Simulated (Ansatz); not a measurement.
Planning a run of Ansatz 0.2.0 on CsPbBr3 (Pm-3m). The input:

```yaml
crystal:
  lattice:
    - [5.94863082, 0.0, 0.0]
    - [0.0, 5.94863082, 0.0]
    - [0.0, 0.0, 5.94863082]
  atoms:
    - { symbol: Cs, position: [0.0, 0.0, 0.0] }
    - { symbol: Pb, position: [0.5, 0.5, 0.5] }
    - { symbol: Br, position: [0.5, 0.5, 0.0] }
    - { symbol: Br, position: [0.5, 0.0, 0.5] }
    - { symbol: Br, position: [0.0, 0.5, 0.5] }
kpoints:
  mp_grid: { grid: [2, 2, 2] }
hamiltonian:
  xc: pbe
  pseudopotentials: { kind: paw, source: ansatz }
scf:
  occupations: { method: fixed }
gw:
  n_empty_bands: 477
  ecut_chi: 100
  qp_bands: [v2, c2]
  qp_kpoints: band_edges
  screening: { model: contour_deformation }
```

```sh
ansatz run input.yaml --threads 2 --pin off --max-ram 92160MiB --backend cuda --events-out ev --progress --plain --runs-dir out --devices 1 --max-vram 13GiB
```

**Question.** Estimate wall time and host memory on 1 × NVIDIA H100 80GB HBM3 (shared by 6 runs) with 2 threads of AMD EPYC 7R13 (Zen 3), shared host.

It took 24 s; on shared hardware allow 12 s to 47 s. Peak host memory was 1.8 GiB. The sizes that set the cost: 8385 plane waves a state, 4 irreducible k points, 518 bands summed, 461 plane waves in the screening and 9 SCF cycles.

The screening grows as filled bands × empty bands × pairs of k points, times the square of the screening basis for the matrix.

[Paths, hosts, dates, memory and timing lines, banners, echoed tables and standing remarks are left out of the program output.]

[Logs are printed without paths, hosts, clocks, repeated set-up lines and the standing remarks that a program may print on its own settings, such as how far it seeks lower states.]

[Runs of the session that timed out or met a known fault of the program may be left out.]

[Cells called generated may have been cut or substituted from an entry of the Crystallography Open Database or the Materials Project.]

[Hosts, paths, dates, database ids (printed as entryN), source tags and the programs' standing remarks are cut or masked in the printed files.]
